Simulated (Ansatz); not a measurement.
# Na on Rh(111): change of the work function

How does Na on the fcc site change the work function of Rh(111) as the layer fills?

Main program and level: Ansatz 0.2.0; plane-wave DFT, PBE, Ansatz PAW.

### Step 1. Set-up

The cell holds 4 atoms: 4 Rh. Cell: a = 2.687 Å, b = 2.687 Å, c = 24.582 Å, α = 90.0°, β = 90.0°, γ = 60.0°. Vacuum lies along c.

### Step 2. The clean slab

The bare slab comes first, as the zero from which every change is counted. The two lowest layers are held at bulk places and the upper ones relax. The dipole correction removes the false field that a one-sided slab makes across the periodic vacuum, so each face gets a flat vacuum level of its own.

input.yaml reads:

```yaml
crystal:
  lattice:
    - [2.6870057685, 0.0, 0.0]
    - [1.3435028843, 2.3270152556, 0.0]
    - [0.0, 0.0, 24.5817930688]
  atoms:
    - { symbol: Rh, position: [0.0, 0.0, 0.3661246344] }
    - { symbol: Rh, position: [0.3333333333, 0.3333333333, 0.4553748781] }
    - { symbol: Rh, position: [0.6666666667, 0.6666666667, 0.5446251219] }
    - { symbol: Rh, position: [0.0, 0.0, 0.6338753656] }
kpoints:
  mp_grid: { grid: [12, 12, 1] }
hamiltonian:
  xc: pbe
scf:
  occupations: { method: fermi_dirac, width: 0.1 }
  convergence: { dr2_threshold: 1.0e-08 }
efield:
  axis: 3
  dipole_correction: true
  ramp_position: 0.97
  ramp_width: 0.06
relax:
  f_tol: 0.02
  max_steps: 60
  constraints: [{ sites: [0, 1] }]
output:
  write_potential: true
  write_density: true
  volumetric_format: npy
```

Launch:

```bash
> ansatz run input.yaml --threads 4 --pin off --max-ram 16384MiB --backend cpu --events-out ev --progress --plain --runs-dir out
```

Standard output:

```text
Engine: ansatz 0.2.0, aarch64-unknown-linux-gnu
Pseudopotentials: kind: paw
Pseudopotential: Rh, paw, valence charge 17, recommended cutoff 420 eV (normal), Rh.paw.azcp
Functional definition: PBE
  parameter kappa = 0.804
  parameter beta = 0.066725
  exchange = pbe_x(kappa = kappa, mu = beta*pi^2/3)
  correlation = pbe_c(beta = beta)
Crystal: 4 atoms, lattice volume = 153.703 Å³
Basis set: ecut = 420 eV, 3065 PW (Γ), exchange–correlation on 36×36×360 points (8 copies of the dense FFT grid, shifted against one another)
Bands: 41, of which v1, the nominal top of the filled ones, is band 34 counted from 1 (33 counted from 0)
Symmetry: 6 space group operations
k-points: 19 of 144 (time reversal used)
Non-local potential: Rh, projectors of the file, l = 0: 3, l = 1: 2, l = 2: 2, l = 3: 1
PAW form: soft (Blöchl's): semilocal exchange-correlation on the pseudo side does not see the compensation charge
PAW one-centre angular grid: Rh, 590 points (default); XC on 64 Gauss nodes
Initial density: superposition of atomic densities (neutral atoms: chi_scale 0, normalization atom), corrected by the library's trained network
Initial wavefunctions: pseudopotential atomic-orbital guess
Functional: x = pbe(κ = 0.804, μ = 0.219515), c = pbe(β = 0.066725)
SCF iter   1: F=—  HF=-25610.048058 eV  |F-HF|=—  |Δ(HF+E_count)|=         —  Δρ=3.00e-3  dr2=7.23e-3  ethr=1.77e-3  p=-0.000 e·Å  D=-1.92e-14 V/Å  ΔV_dip=0.00 eV  dr2_dipole=1.99e-7  V_vac-E_F(+/−)=4.98/4.98 eV  ⟨swp⟩=8.3  Hψ=3723  notcnv=0  defer=3
efield: sawtooth ramp at fractional position 0.9700 (set: `efield.ramp_position`, or a place that a band, a saddle search or an elastic batch's reference lends), width 0.0600; the density the first Hamiltonian is built on has a dipole p = -0.000 e·Å; the dipole correction subtracts the counter field D = -1.92e-14 V/Å, which shifts the + side's vacuum level by +0.00 eV against the − side's; the planar-averaged density in the ramp window peaks in size at 3.7e-6 e/Å³
preconditioner: auto → LDOS  [metal: Δε(μ)=0.005 eV  Ē_g=5.586 eV  σ=0.100 eV  W_gap=0.01  n_scr=18 (ndim 8)  ℏωp=18.0 eV  f_vac=0.588  D(μ)=6.30/eV (n_scr^D=38)  β→1.0]
SCF iter   2: F=—  HF=-25610.050255 eV  |F-HF|=—  |Δ(HF+E_count)|=   2.20e-3  Δρ=1.42e-3  dr2=2.83e-3  ethr=1.06e-5  p=0.000 e·Å  D=2.16e-5 V/Å  ΔV_dip=-0.00 eV  dr2_dipole=2.84e-7  V_vac-E_F(+/−)=5.18/5.18 eV  ⟨swp⟩=3.2  Hψ=1977  notcnv=0  defer=5
SCF iter   3: F=—  HF=-25610.049790 eV  |F-HF|=—  |Δ(HF+E_count)|=   4.66e-4  Δρ=6.39e-4  dr2=1.01e-3  ethr=4.16e-6  p=0.000 e·Å  D=7.89e-6 V/Å  ΔV_dip=-0.00 eV  dr2_dipole=2.56e-8  V_vac-E_F(+/−)=5.16/5.16 eV  ⟨swp⟩=3.1  Hψ=1662  notcnv=0  defer=5
SCF iter   4: F=—  HF=-25610.049607 eV  |F-HF|=—  |Δ(HF+E_count)|=   1.82e-4  Δρ=2.42e-4  dr2=8.22e-5  ethr=1.49e-6  p=0.000 e·Å  D=4.71e-6 V/Å  ΔV_dip=-0.00 eV  dr2_dipole=6.13e-10  V_vac-E_F(+/−)=5.17/5.17 eV  ⟨swp⟩=2.0  Hψ=1119  notcnv=0  defer=5
SCF iter   5: F=—  HF=-25610.049591 eV  |F-HF|=—  |Δ(HF+E_count)|=   1.68e-5  Δρ=6.97e-5  dr2=8.06e-6  ethr=1.21e-7  p=0.000 e·Å  D=3.22e-6 V/Å  ΔV_dip=-0.00 eV  dr2_dipole=2.45e-10  V_vac-E_F(+/−)=5.17/5.17 eV  ⟨swp⟩=2.5  Hψ=1423  notcnv=0  defer=5
SCF iter   6: F=—  HF=-25610.049590 eV  |F-HF|=—  |Δ(HF+E_count)|=   6.64e-7  Δρ=1.34e-5  dr2=5.18e-7  ethr=1.18e-8  p=0.000 e·Å  D=1.21e-6 V/Å  ΔV_dip=-0.00 eV  dr2_dipole=9.29e-12  V_vac-E_F(+/−)=5.17/5.17 eV  ⟨swp⟩=2.1  Hψ=1270  notcnv=0  defer=5
SCF iter   7: F=—  HF=-25610.049590 eV  |F-HF|=—  |Δ(HF+E_count)|=   2.79e-7  Δρ=5.14e-6  dr2=1.23e-7  ethr=7.62e-10  p=0.000 e·Å  D=5.79e-7 V/Å  ΔV_dip=-0.00 eV  dr2_dipole=1.73e-12  V_vac-E_F(+/−)=5.17/5.17 eV  ⟨swp⟩=3.3  Hψ=1732  notcnv=0  defer=5
SCF iter   8: F=—  HF=-25610.049590 eV  |F-HF|=—  |Δ(HF+E_count)|=   5.12e-8  Δρ=1.84e-6  dr2=1.43e-8  ethr=1.82e-10  p=0.000 e·Å  D=2.16e-7 V/Å  ΔV_dip=-0.00 eV  dr2_dipole=2.19e-13  V_vac-E_F(+/−)=5.17/5.17 eV  ⟨swp⟩=2.2  Hψ=975  notcnv=0  defer=5
SCF iter   9: F=-25610.049590 eV  HF=-25610.049590 eV  |F-HF|=2.91e-9  |Δ(HF+E_count)|=   5.47e-9  Δρ=5.56e-7  dr2=7.73e-10  ethr=1.47e-11  p=0.000 e·Å  D=8.59e-8 V/Å  ΔV_dip=-0.00 eV  dr2_dipole=7.15e-13  V_vac-E_F(+/−)=5.17/5.17 eV  ⟨swp⟩=9.8  Hψ=5462  notcnv=0
SCF 1 converged in 9 iterations: F = -25610.049590 eV  dr2 = 7.73e-10
  greatest PAW one-centre occupation: 1.000 electrons in one spin orbital (limit 2), on the Rh atom at site 2 (counted from 0), in its partial waves of l = 0
relax step   1: F+E_penalty+E_count = -25610.04959025 eV  Δ(F+E_penalty+E_count) = +0.000e0 eV  max|allowed force component| = 3.499e-2 eV/Å  Δτ_max = 0.0000 Å  (9 SCF iters, accepted)
Initial density: handed on by an earlier stage of this run
Initial wavefunctions: those handed on with the density
iter 1 solved again at ethr=2.02e-5 eV; its pass at ethr=3.10e-3 eV (dr2=1.37e-2 eV) is discarded
SCF iter   1: F=—  HF=-25610.049956 eV  |F-HF|=—  |Δ(HF+E_count)|=         —  Δρ=1.41e-3  dr2=1.32e-2  ethr=2.02e-5  p=-0.000 e·Å  D=-1.72e-8 V/Å  ΔV_dip=0.00 eV  dr2_dipole=4.55e-3  V_vac-E_F(+/−)=5.17/5.17 eV  ⟨swp⟩=1.3  Hψ=2099  notcnv=0  defer=5
efield: sawtooth ramp at fractional position 0.9700 (set: `efield.ramp_position`, or a place that a band, a saddle search or an elastic batch's reference lends), width 0.0600; the density the first Hamiltonian is built on has a dipole p = -0.000 e·Å; the dipole correction subtracts the counter field D = -1.72e-8 V/Å, which shifts the + side's vacuum level by +0.00 eV against the − side's; the planar-averaged density in the ramp window peaks in size at 1.1e-6 e/Å³
preconditioner: auto → LDOS  [metal: Δε(μ)=0.011 eV  Ē_g=5.583 eV  σ=0.100 eV  W_gap=0.03  n_scr=18 (ndim 8)  ℏωp=18.0 eV  f_vac=0.589  D(μ)=6.28/eV (n_scr^D=38)  β→1.0]
SCF iter   2: F=—  HF=-25610.049812 eV  |F-HF|=—  |Δ(HF+E_count)|=   1.45e-4  Δρ=5.73e-4  dr2=4.48e-4  ethr=1.95e-5  p=-0.000 e·Å  D=-7.30e-5 V/Å  ΔV_dip=0.00 eV  dr2_dipole=6.02e-5  V_vac-E_F(+/−)=5.17/5.17 eV  ⟨swp⟩=1.3  Hψ=785  notcnv=0  defer=5
SCF iter   3: F=—  HF=-25610.049720 eV  |F-HF|=—  |Δ(HF+E_count)|=   9.20e-5  Δρ=3.44e-4  dr2=2.78e-4  ethr=6.58e-7  p=0.000 e·Å  D=3.36e-4 V/Å  ΔV_dip=-0.01 eV  dr2_dipole=5.68e-5  V_vac-E_F(+/−)=5.16/5.17 eV  ⟨swp⟩=3.8  Hψ=1937  notcnv=0  defer=5
SCF iter   4: F=—  HF=-25610.049680 eV  |F-HF|=—  |Δ(HF+E_count)|=   4.00e-5  Δρ=4.06e-5  dr2=4.97e-6  ethr=4.09e-7  p=0.000 e·Å  D=1.14e-4 V/Å  ΔV_dip=-0.00 eV  dr2_dipole=1.06e-8  V_vac-E_F(+/−)=5.17/5.17 eV  ⟨swp⟩=2.0  Hψ=1120  notcnv=0  defer=5
SCF iter   5: F=—  HF=-25610.049673 eV  |F-HF|=—  |Δ(HF+E_count)|=   6.23e-6  Δρ=1.60e-5  dr2=7.23e-7  ethr=7.30e-9  p=0.000 e·Å  D=1.16e-4 V/Å  ΔV_dip=-0.00 eV  dr2_dipole=1.40e-8  V_vac-E_F(+/−)=5.17/5.17 eV  ⟨swp⟩=3.6  Hψ=1778  notcnv=0  defer=5
SCF iter   6: F=—  HF=-25610.049674 eV  |F-HF|=—  |Δ(HF+E_count)|=   4.90e-7  Δρ=5.88e-6  dr2=1.11e-7  ethr=1.06e-9  p=0.000 e·Å  D=1.19e-4 V/Å  ΔV_dip=-0.00 eV  dr2_dipole=8.70e-9  V_vac-E_F(+/−)=5.17/5.17 eV  ⟨swp⟩=2.1  Hψ=1053  notcnv=0  defer=5
SCF iter   7: F=-25610.049674 eV  HF=-25610.049674 eV  |F-HF|=3.74e-8  |Δ(HF+E_count)|=   1.26e-7  Δρ=1.67e-6  dr2=5.94e-9  ethr=1.47e-11  p=0.000 e·Å  D=1.18e-4 V/Å  ΔV_dip=-0.00 eV  dr2_dipole=2.05e-11  V_vac-E_F(+/−)=5.17/5.17 eV  ⟨swp⟩=8.8  Hψ=6148  notcnv=0
SCF 2 converged in 7 iterations: F = -25610.049674 eV  dr2 = 5.94e-9
relax step   2: F+E_penalty+E_count = -25610.04967410 eV  Δ(F+E_penalty+E_count) = -8.384e-5 eV  max|allowed force component| = 2.244e-2 eV/Å  Δτ_max = 0.0127 Å  (7 SCF iters, accepted)
SCF iter   1: F=—  HF=-25610.049763 eV  |F-HF|=—  |Δ(HF+E_count)|=         —  Δρ=5.17e-4  dr2=1.81e-3  ethr=2.64e-5  p=0.000 e·Å  D=1.18e-4 V/Å  ΔV_dip=-0.00 eV  dr2_dipole=6.21e-4  V_vac-E_F(+/−)=5.17/5.17 eV  ⟨swp⟩=2.1  Hψ=1238  notcnv=0  defer=5
efield: sawtooth ramp at fractional position 0.9700 (set: `efield.ramp_position`, or a place that a band, a saddle search or an elastic batch's reference lends), width 0.0600; the density the first Hamiltonian is built on has a dipole p = 0.000 e·Å; the dipole correction subtracts the counter field D = 1.18e-4 V/Å, which shifts the + side's vacuum level by -0.00 eV against the − side's; the planar-averaged density in the ramp window peaks in size at 9.0e-7 e/Å³
preconditioner: auto → LDOS  [metal: Δε(μ)=0.011 eV  Ē_g=5.578 eV  σ=0.100 eV  W_gap=0.03  n_scr=18 (ndim 8)  ℏωp=18.0 eV  f_vac=0.589  D(μ)=6.28/eV (n_scr^D=38)  β→1.0]
SCF iter   2: F=—  HF=-25610.049743 eV  |F-HF|=—  |Δ(HF+E_count)|=   2.08e-5  Δρ=1.96e-4  dr2=5.12e-5  ethr=2.66e-6  p=0.000 e·Å  D=1.57e-4 V/Å  ΔV_dip=-0.00 eV  dr2_dipole=7.88e-6  V_vac-E_F(+/−)=5.17/5.17 eV  ⟨swp⟩=1.2  Hψ=936  notcnv=0  defer=5
SCF iter   3: F=—  HF=-25610.049729 eV  |F-HF|=—  |Δ(HF+E_count)|=   1.37e-5  Δρ=1.13e-4  dr2=3.33e-5  ethr=7.53e-8  p=0.000 e·Å  D=2.72e-6 V/Å  ΔV_dip=-0.00 eV  dr2_dipole=7.51e-6  V_vac-E_F(+/−)=5.17/5.17 eV  ⟨swp⟩=3.4  Hψ=1737  notcnv=0  defer=5
SCF iter   4: F=—  HF=-25610.049724 eV  |F-HF|=—  |Δ(HF+E_count)|=   4.52e-6  Δρ=1.39e-5  dr2=6.45e-7  ethr=4.89e-8  p=0.000 e·Å  D=7.60e-5 V/Å  ΔV_dip=-0.00 eV  dr2_dipole=1.24e-8  V_vac-E_F(+/−)=5.17/5.17 eV  ⟨swp⟩=2.0  Hψ=1111  notcnv=0  defer=5
SCF iter   5: F=—  HF=-25610.049722 eV  |F-HF|=—  |Δ(HF+E_count)|=   2.95e-6  Δρ=5.64e-6  dr2=9.33e-8  ethr=9.48e-10  p=0.000 e·Å  D=7.48e-5 V/Å  ΔV_dip=-0.00 eV  dr2_dipole=3.73e-9  V_vac-E_F(+/−)=5.17/5.17 eV  ⟨swp⟩=3.6  Hψ=1645  notcnv=0  defer=5
SCF iter   6: F=—  HF=-25610.049722 eV  |F-HF|=—  |Δ(HF+E_count)|=   1.30e-7  Δρ=1.95e-6  dr2=1.17e-8  ethr=1.37e-10  p=0.000 e·Å  D=7.30e-5 V/Å  ΔV_dip=-0.00 eV  dr2_dipole=7.61e-10  V_vac-E_F(+/−)=5.17/5.17 eV  ⟨swp⟩=2.2  Hψ=1093  notcnv=0  defer=5
SCF iter   7: F=-25610.049722 eV  HF=-25610.049722 eV  |F-HF|=9.63e-9  |Δ(HF+E_count)|=   1.96e-8  Δρ=6.17e-7  dr2=1.05e-9  ethr=1.47e-11  p=0.000 e·Å  D=7.30e-5 V/Å  ΔV_dip=-0.00 eV  dr2_dipole=6.42e-13  V_vac-E_F(+/−)=5.17/5.17 eV  ⟨swp⟩=9.8  Hψ=5444  notcnv=0
SCF 3 converged in 7 iterations: F = -25610.049722 eV  dr2 = 1.05e-9
relax step   3: F+E_penalty+E_count = -25610.04972167 eV  Δ(F+E_penalty+E_count) = -4.757e-5 eV  max|allowed force component| = 3.975e-4 eV/Å  Δτ_max = 0.0047 Å  (7 SCF iters, accepted)
NSCF: frozen V_eff on 19 k-points
the band table was solved once a step of the walk had ended and its energy, with any forces and stress, was formed, with the checks that follow a solve (3909 applications of the Hamiltonian). They found nothing against the state; the energy, forces and stress were not computed again (output.eigenvalues in the input reference)
WARN: The output density's exchange-correlation potential varies sharply where the density is thin. Do not read a vacuum level from v_tot or v_xc, or from such a field of the output density. On a cell that repeats whose density bears no net charge and no dipole along the vacuum's axis use v_es (v_loc + v_h of the components); under efield.dipole_correction with no amplitude use v_es + v_field, which holds any externa [...]
SCF converged after 7 iterations
Free energy (F): -25610.049722 eV
Harris-Foulkes:  -25610.049722 eV  (|F-HF|=9.63e-9)
Internal energy: -25609.837670 eV  (E = F + TS)
E sigma→0 (E₀):  -25609.943696 eV
Entropy (-TS):   -0.212052 eV (-53.013 meV/atom)
Fermi energy:    4.706112 eV
Dipole field:    D = 0.000072 V/Å  (p = 0.000061 e·Å, saw-weighted, corrected)
Work function:   Φ+ = 5.1674 eV   Φ− = 5.1692 eV
Levels:          The Fermi level and band energies are counted from a zero that moves with the ramp; work functions are not
--- Per-component energies (eV) ---
  E_band       = -1526.571688
  E_kinetic    = 2290.090185
  E_local      = -122491.003598  (includes V_loc(G=0)·N_el)
  E_nonlocal   = 1421.302643
  E_hartree    = 59724.727791
  E_xc         = -884.908045
  E_vxc        = -1110.509521  (∫ρ·V_xc dr)
  E_paw        = -14348.611587  (= ΣΔE_a)
  E_vpaw       = -1085.912723  (= ΣTr[D̂ρ^β])
  E_aug_tail   = 0.003404  (compensation charges beyond the density's cutoff)
  E_efield     = 0.000000  (sawtooth field / dipole correction)
  E_vefield    = 0.000014  (∫n·V_field dr)
  E_ewald      = 48678.561538
  E_smearing   = -0.212052  (= −TS)
  E_closure    = -0.000000  (closes the sum)
  Σ components = -25610.049722   (vs F -25610.049722, Δ=0.00e0)
--- Forces (eV/Å), atoms counted from 1 ---
  atom   1  Rh    -0.00000000     0.00000000     0.03097946
  atom   2  Rh    -0.00000000    -0.00000000    -0.03084720
  atom   3  Rh    -0.00000000     0.00000000    -0.00039750
  atom   4  Rh     0.00000000    -0.00000000     0.00027289
  max |Σ_I F_I| component: 7.64e-6 eV/Å
--- Band table (eV; the first three rows and the last of 19) ---
  k-point 0: bands = [... 30 lower, 2.7526, 3.6994, 3.6994, 3.9980, 3.9980, 4.7099, 4.7099, 4.8205, ... 3 higher]
  k-point 1: bands = [... 30 lower, 2.5536, 3.5756, 3.5774, 3.8488, 4.0260, 4.1381, 4.5315, 4.7073, ... 3 higher]
  k-point 2: bands = [... 30 lower, 2.9651, 3.0842, 3.3252, 3.5013, 3.8110, 4.0323, 4.6964, 5.0882, ... 3 higher]
  k-point 18: bands = [... 30 lower, 3.6443, 3.6486, 4.5244, 4.8653, 4.9521, 4.9529, 11.6585, 11.8523, ... 3 higher]
--- Relaxed structure (3 steps of the walk, 3 accepted, 0 SCFs on fresh bases) ---
  F+E_penalty+E_count = -25610.04972167 eV   max|allowed force component| = 3.975e-4 eV/Å
  atoms:
    - { symbol: Rh, position: [0.0, 0.0, 0.3661246344] }
    - { symbol: Rh, position: [0.333333, 0.333333, 0.455375] }
    - { symbol: Rh, position: [0.666667, 0.666667, 0.544472] }
    - { symbol: Rh, position: [0, 0, 0.633551] }
```

Wall time 8.9 s (4 threads of Arm Neoverse V1, shared host); peak memory 0.46 GiB.

Step by step:

```tsv
step	energy less that of the first step (eV)	largest force component (eV/Å)
1	0.0000	0.0350
2	-0.0001	0.0224
3	-0.0001	0.0004
```

Forces are held to the 6 operations that the program found; a distortion that breaks them can't arise in this run.

Final coordinates:

```xyz
4
Lattice="2.6870 0.0000 0.0000 1.3435 2.3270 0.0000 0.0000 0.0000 24.5818" Properties=species:S:1:pos:R:3
Rh    0.0000    0.0000    9.0000
Rh    1.3435    0.7757   11.1939
Rh    2.6870    1.5513   13.3841
Rh    0.0000    0.0000   15.5738
```

Read from the output:

```
energy at zero smearing   : -25609.9437 eV
work function, upper face : 5.167 eV
dipole along the normal   : 6.10e-5 e·Å
```

Running mean over 2.194 Å of the planar mean; the ramp of the sawtooth is left out. The electron's electrostatic potential energy less the Fermi level by z:

```tsv
z (Å)	electron's electrostatic potential energy less the Fermi level (eV)
3.5	5.17
4.0	5.17
4.5	5.17
5.0	5.16
5.5	5.15
6.0	5.10
6.5	4.90
7.0	4.16
7.5	0.989
8.0	-5.57
8.5	-11.0
9.0	-12.7
9.5	-13.0
10.0	-13.1
10.5	-13.1
11.0	-13.2
11.5	-13.3
12.0	-13.3
12.5	-13.3
13.0	-13.3
13.5	-13.2
14.0	-13.2
14.5	-13.1
15.0	-13.0
15.5	-12.8
16.0	-11.5
16.5	-6.58
17.0	0.143
17.5	3.93
18.0	4.85
18.5	5.08
19.0	5.14
19.5	5.16
20.0	5.17
20.5	5.17
21.0	5.17
21.5	5.17
```

The relaxation took 3 steps and lowered the energy by 1.3e-4 eV; the largest force on the free atoms ends at 4.0e-4 eV/Å.

The work function of the upper face is 5.17 eV.

(Part 1 of 3 ends here.)

[Long decimals in the printed logs are rounded to 6 places.]

[Logs are printed without paths, hosts, clocks, repeated set-up lines and the standing remarks that a program may print on its own settings, such as how far it seeks lower states.]

[Hosts, paths, dates, database ids (printed as entryN), source tags and the programs' standing remarks are cut or masked in the printed files.]

[Maps of the electrostatic potential energy from Ansatz leave out the sawtooth potential of an applied field or a dipole correction, so their vacuum need not be flat; planar profiles and work functions include it.]
